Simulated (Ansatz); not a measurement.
**Hf2NO2 monolayer: from the cell to its phonons**

Wanted: vibrations and spectra of Hf2NO2 monolayer; the cell is already relaxed. After the zone centre comes a 4×4×1 q mesh on a 12×12×1 k mesh.

Main program and level: Ansatz 0.2.0; DFT PBEsol, scalar-relativistic, plane waves, PAW; PAW set soft_1.

### Step 1. Set-up

The cell holds 5 atoms: 1 N, 2 Hf and 2 O. Cell: a = 3.195 Å, b = 3.195 Å, c = 32.600 Å, α = 90.0°, β = 90.0°, γ = 120.0°. Vacuum lies along c.

Structure file:

```
N Hf O
1.0
     3.19455    0.00000    0.00000
    -1.59728    2.76656    0.00000
     0.00000    0.00000   32.60000
N Hf O
1 2 2
Direct
  0.00000 0.00000 0.30675
  0.33333 0.66667 0.34739
  0.66667 0.33333 0.26611
  0.66667 0.33333 0.37754
  0.33333 0.66667 0.23596
```

### Step 2. Linear response at the zone centre

The cell comes from relaxations at this level that are not shown. The zone centre comes first: it holds the modes that light can see, as far as symmetry allows. No field response is asked, since the mesh shows no gap.

The input, input.yaml:

```yaml
crystal:
  lattice:
    - [3.1945531815, 0.0, 0.0]
    - [-1.5972765908, 2.7665642089, 0.0]
    - [0.0, 0.0, 32.6]
  atoms:
    - { symbol: "N", position: [0.0, 0.0, 0.3067484663] }
    - { symbol: Hf, position: [0.3333333333, 0.6666666667, 0.3473915091] }
    - { symbol: Hf, position: [0.6666666667, 0.3333333333, 0.2661054235] }
    - { symbol: O, position: [0.6666666667, 0.3333333333, 0.3775401793] }
    - { symbol: O, position: [0.3333333333, 0.6666666667, 0.2359567532] }
  periodic: [true, true, false]
kpoints:
  mp_grid: { grid: [12, 12, 1] }
hamiltonian:
  xc: pbesol
  pseudopotentials: { kind: paw, azcp: { folder: soft_1 }, xc_functional: pbe }
scf:
  occupations: { method: methfessel_paxton, width: 0.2 }
output:
  eigenvalues: true
phonons:
  method: dfpt
```

Started as:

```
> ansatz run input.yaml --threads 4 --pin off --max-ram 16384MiB --backend cpu --events-out ev --progress --plain --runs-dir out
```

Numbers of over 12 decimals in the logs are rounded to 6 here.

What it wrote:

```text
Warning: crystal.symmetry: narrowed to the stabiliser of the run's FFT grids — unitary ops 12 → 6. A phonons.method: dfpt run fills in the rows of the dynamical matrix that it does not solve by its symmetry operations, which is exact only for operations that map its FFT grids onto themselves: filled in by any other, the frequencies could depend on the order in which like atoms are typed, or, by more than the grids' own error, on where the crystal sits among the grids' points. Excluded: 6 operations. The run can therefore solve more perturbations, solve them on more k-points, or both, and cost more. [rest of the remark cut]
Engine: ansatz 0.2.0, aarch64-unknown-linux-gnu
Pseudopotentials: kind: paw
Pseudopotential: N, paw, valence charge 5, recommended cutoff 420 eV (normal), soft_1/N.paw.azcp
Pseudopotential: Hf, paw, valence charge 26, recommended cutoff 420 eV (normal), soft_1/Hf.paw.azcp
Pseudopotential: O, paw, valence charge 6, recommended cutoff 420 eV (normal), soft_1/O.paw.azcp
Functional definition: PBEsol
  exchange = pbesol_x
  correlation = pbesol_c
Crystal: 5 atoms, lattice volume = 288.117 Å³
Basis set: ecut = 420 eV, 5737 PW (Γ), exchange–correlation on 48×48×450 points (8 copies of the dense FFT grid, shifted against one another)
Bands: 42, of which v1, the nominal top of the filled ones, is band 35 counted from 1 (34 counted from 0)
Symmetry: 12 space group operations
k-points: 43 of 144 (irreducible under 2 space group operations, time reversal used)
Non-local potential: N, projectors of the file, l = 0: 2, l = 1: 2, l = 2: 1
Non-local potential: Hf, projectors of the file, l = 0: 3, l = 1: 2, l = 2: 2, l = 3: 3
Non-local potential: O, projectors of the file, l = 0: 2, l = 1: 2, l = 2: 1
PAW form: soft (Blöchl's): semilocal exchange-correlation on the pseudo side does not see the compensation charge
PAW frozen core: N, regenerated for the run's functional, and the local potential with it (the file was generated under x = pbe(κ = 0.804, μ = 0.219515), c = pbe(β = 0.066725))
PAW frozen core: Hf, regenerated for the run's functional, and the local potential with it (the file was generated under x = pbe(κ = 0.804, μ = 0.219515), c = pbe(β = 0.066725))
PAW frozen core: O, regenerated for the run's functional, and the local potential with it (the file was generated under x = pbe(κ = 0.804, μ = 0.219515), c = pbe(β = 0.066725))
PAW one-centre angular grid: N, 110 points (default); XC on 64 Gauss nodes
PAW one-centre angular grid: Hf, 590 points (default); XC on 64 Gauss nodes
PAW one-centre angular grid: O, 110 points (default); XC on 64 Gauss nodes
Initial density: superposition of atomic densities (neutral atoms: chi_scale 0, normalization atom)
Initial wavefunctions: pseudopotential atomic-orbital guess
Functional: x = pbesol(κ = 0.804, μ = 0.123457), c = pbesol(β = 0.046)
SCF iter   1: F=—  HF=-32710.883981 eV  |F-HF|=—  |Δ(HF+E_count)|=         —  Δρ=7.48e-2  dr2=1.86e1  ethr=3.10e-3  ⟨swp⟩=10.8  Hψ=10681  notcnv=0
preconditioner: auto → LDOS  [insulator: Δε(μ)=0.234 eV  Ē_g=17.763 eV  σ=0.200 eV  W_gap=0.76  n_scr=22 (ndim 8)  ℏωp=17.6 eV  f_vac=0.764  D(μ)=0.96/eV (n_scr^D=8)  ε∞_Penn≈2.0  β→1.0]
SCF iter   2: F=—  HF=-32711.180257 eV  |F-HF|=—  |Δ(HF+E_count)|=   2.96e-1  S|Δr|=    0.00e0  Δρ=9.35e-2  dr2=2.22e1  ethr=3.10e-3  ⟨swp⟩=5.7  Hψ=6149  notcnv=0  defer=87
SCF iter   3: F=—  HF=-32705.823387 eV  |F-HF|=—  |Δ(HF+E_count)|=    5.36e0  S|Δr|=    0.00e0  Δρ=1.11e-2  dr2=1.44e-1  ethr=3.10e-3  ⟨swp⟩=4.8  Hψ=5559  notcnv=0  defer=85
SCF iter   4: F=—  HF=-32705.833946 eV  |F-HF|=—  |Δ(HF+E_count)|=   1.06e-2  S|Δr|=    0.00e0  Δρ=2.33e-3  dr2=9.99e-3  ethr=2.09e-4  ⟨swp⟩=3.1  Hψ=4690  notcnv=0  defer=85
SCF iter   5: F=—  HF=-32705.819814 eV  |F-HF|=—  |Δ(HF+E_count)|=   1.41e-2  S|Δr|=    0.00e0  Δρ=1.42e-3  dr2=2.81e-3  ethr=1.45e-5  ⟨swp⟩=4.4  Hψ=5078  notcnv=0  defer=85
SCF iter   6: F=—  HF=-32705.818087 eV  |F-HF|=—  |Δ(HF+E_count)|=   1.73e-3  S|Δr|=    0.00e0  Δρ=4.32e-4  dr2=2.13e-4  ethr=4.07e-6  ⟨swp⟩=3.2  Hψ=3848  notcnv=0  defer=85
SCF iter   7: F=—  HF=-32705.818289 eV  |F-HF|=—  |Δ(HF+E_count)|=   2.02e-4  S|Δr|=    0.00e0  Δρ=1.68e-4  dr2=5.29e-5  ethr=3.08e-7  ⟨swp⟩=3.5  Hψ=4508  notcnv=0  defer=85
SCF iter   8: F=—  HF=-32705.818281 eV  |F-HF|=—  |Δ(HF+E_count)|=   8.08e-6  S|Δr|=    0.00e0  Δρ=5.91e-5  dr2=4.56e-6  ethr=7.66e-8  ⟨swp⟩=3.0  Hψ=3917  notcnv=0  defer=85
SCF iter   9: F=—  HF=-32705.818119 eV  |F-HF|=—  |Δ(HF+E_count)|=   1.62e-4  S|Δr|=    0.00e0  Δρ=1.49e-5  dr2=4.51e-7  ethr=6.61e-9  ⟨swp⟩=3.8  Hψ=4683  notcnv=0  defer=85
SCF iter  10: F=—  HF=-32705.818119 eV  |F-HF|=—  |Δ(HF+E_count)|=   4.43e-7  S|Δr|=    0.00e0  Δρ=2.14e-6  dr2=8.80e-9  ethr=6.53e-10  ⟨swp⟩=3.7  Hψ=4451  notcnv=0  defer=85
SCF iter  11: F=—  HF=-32705.818119 eV  |F-HF|=—  |Δ(HF+E_count)|=   6.17e-8  S|Δr|=    0.00e0  Δρ=6.39e-7  dr2=1.43e-9  ethr=1.28e-11  ⟨swp⟩=4.0  Hψ=5069  notcnv=0  defer=85
SCF iter  12: F=—  HF=-32705.818119 eV  |F-HF|=—  |Δ(HF+E_count)|=   1.73e-8  S|Δr|=    0.00e0  Δρ=1.16e-7  dr2=3.68e-11  ethr=2.07e-12  ⟨swp⟩=3.4  Hψ=3990  notcnv=0  defer=85
SCF iter  13: F=-32705.818119 eV  HF=-32705.818119 eV  |F-HF|=1.16e-10  |Δ(HF+E_count)|=  3.31e-10  S|Δr|=    0.00e0  Δρ=2.47e-8  dr2=2.16e-12  ethr=1.00e-12  ⟨swp⟩=27.9  Hψ=21610  notcnv=0
SCF 1 converged in 13 iterations: F = -32705.818119 eV  dr2 = 2.16e-12
  greatest PAW one-centre occupation: 0.998 electrons in one spin orbital (limit 2), on the Hf atom at site 2 (counted from 0), in its partial waves of l = 0
DFPT response loops at Γ: preconditioner auto → none (partly filled bands, converged f_vac=0.779); β = 0.50; Broyden in place of MSR1
SCF converged after 13 iterations
Stability not checked: this state was not tested for a lower state beside it, because cold or Methfessel-Paxton smearing, or corrected tetrahedra, fill the levels in a way that the test cannot read (fill_not_monotonic; see scf.lower_state_search)
Free energy (F): -32705.818119 eV
Harris-Foulkes:  -32705.818119 eV  (|F-HF|=1.16e-10)
Internal energy: -32705.809071 eV  (E = F + TS)
E sigma→0 (E₀):  -32705.815857 eV
Entropy (-TS):   -0.009048 eV (-1.810 meV/atom)
Fermi energy:    -4.629328 eV
--- Per-component energies (eV) ---
  E_band       = -1525.233268
  E_kinetic    = 1281.005631
  E_local      = -322941.734961  (includes V_loc(G=0)·N_el)
  E_nonlocal   = 279.148999
  E_hartree    = 160430.837686
  E_xc         = -730.066711
  E_vxc        = -766.566650  (∫ρ·V_xc dr)
  E_paw        = -15594.130771  (= ΣΔE_a)
  E_vpaw       = -238.763909  (= ΣTr[D̂ρ^β])
  E_aug_tail   = 0.002482  (compensation charges beyond the density's cutoff)
  E_ewald      = 144566.527787
  E_core_change = 2.600787  (= ΣΔE_core)
  E_smearing   = -0.009048  (= −TS)
  E_closure    = 0.000000  (closes the sum)
  Σ components = -32705.818119   (vs F -32705.818119, Δ=0.00e0)
--- Band table (eV; the first three rows and the last of 43) ---
  k-point 0: bands = [... 31 lower, -8.4292, -7.9467, -7.9467, -3.9898, -3.9898, -3.8509, -2.1487, -2.0521, ... 3 higher]
  k-point 1: bands = [... 31 lower, -8.4293, -8.2422, -8.1181, -4.1591, -3.7477, -3.6937, -2.1341, -1.9922, ... 3 higher]
  k-point 2: bands = [... 31 lower, -9.3162, -8.4737, -8.0965, -4.6068, -3.3214, -3.1986, -1.9091, -1.7315, ... 3 higher]
  k-point 42: bands = [... 31 lower, -9.5167, -9.0972, -8.9431, -4.0838, -3.3611, -2.0730, -1.6526, -1.0119, ... 3 higher]
  ° read free of the cell's end (the report's vacuum.weakly_bound_levels)
--- Phonons (Γ-DFPT): 10 representative perturbations + reference, on 43 of 144 k-points (Σ response iterations 53) ---
  ASR residual: 4.019e-5 → 0.000e0 eV/Å²; symmetrization residual: 4.739e-6 eV/Å²
  The last average, over the group as it would stand without the narrowing to the FFT grids, took up to 9.437e-6 eV/Å² of the zone centre's force constants
  ASR residual per site (eV/Å²): 3.65e-5 9.73e-6 8.08e-6 5.35e-6 4.02e-5
  Γ frequencies (cm⁻¹): 0.00 0.00 0.00 74.95 74.95 175.37 329.51 329.51 378.54 378.54 505.10 505.10 529.41 536.23 597.81
  non-analytic LO–TO correction: not included (Born effective charges unavailable; polar crystals: no LO–TO splitting at Γ)
```

The job ended after 3.6 min (4 threads of Arm Neoverse V1, shared host; peak memory 1.8 GiB; 14 min of CPU time).

Reading the cycles: dr2 is the Hartree energy of the density residual (eV), the measure of convergence; HF is the Harris–Foulkes estimate of the energy, which meets the free energy F at convergence.

Numbers from this step:

| Item | Value |
| --- | --- |
| gap on the k-mesh | 0 eV |
| sum-rule residual before enforcement | 4.02e-5 eV/Å² |
| point group | -3m |
| area per atom | 1.768 Å² |
| highest optical mode at the zone centre (no LO-TO term) | 597.8 cm⁻¹ |
| lowest optical zone-centre mode | 74.95 cm⁻¹ |

Patterns of degenerate modes are one choice out of their space. The modes at Γ (shares of kinetic energy by element, %):

| mode | frequency (cm⁻¹) | symmetry | N % | Hf % | O % |
| --- | --- | --- | --- | --- | --- |
| 1 | 0.0 | acoustic | 3 | 89 | 8 |
| 2 | 0.0 | acoustic | 3 | 89 | 8 |
| 3 | 0.0 | acoustic | 3 | 89 | 8 |
| 4 | 75.0 | Eg | 0 | 99 | 1 |
| 5 | 75.0 | Eg | 0 | 99 | 1 |
| 6 | 175.4 | A1g | 0 | 91 | 9 |
| 7 | 329.5 | Eg | 0 | 1 | 99 |
| 8 | 329.5 | Eg | 0 | 1 | 99 |
| 9 | 378.5 | Eu | 16 | 11 | 72 |
| 10 | 378.5 | Eu | 16 | 11 | 72 |
| 11 | 505.1 | Eu | 80 | 0 | 20 |
| 12 | 505.1 | Eu | 80 | 0 | 20 |
| 13 | 529.4 | A1g | 0 | 9 | 91 |
| 14 | 536.2 | A2u | 6 | 5 | 88 |
| 15 | 597.8 | A2u | 90 | 6 | 4 |

Displacements in mode 5 (75.0 cm⁻¹), the largest set to 1:
```
N1   0.00  0.00  0.00
Hf2  0.61 -1.00  0.00
Hf3 -0.61  1.00  0.00
O4   0.24 -0.39  0.00
O5  -0.24  0.39  0.00
```

Displacements in mode 6 (175.4 cm⁻¹), the largest set to 1:
```
N1   0.00  0.00  0.00
Hf2  0.00  0.00  0.97
Hf3  0.00  0.00 -0.97
O4   0.00  0.00  1.00
O5   0.00  0.00 -1.00
```

Before it was imposed, the acoustic sum rule was missed by 4.0e-5 eV/Å². Small misses are needed for a sound result but don't prove that mesh and cutoff are converged. The lowest optical mode is real, 75.0 cm⁻¹.

[end of part 1 of 2]

[Logs are printed without paths, hosts, clocks, repeated set-up lines and the standing remarks that a program may print on its own settings, such as how far it seeks lower states.]

[Hosts, paths, dates, database ids (printed as entryN), source tags and the programs' standing remarks are cut or masked in the printed files.]
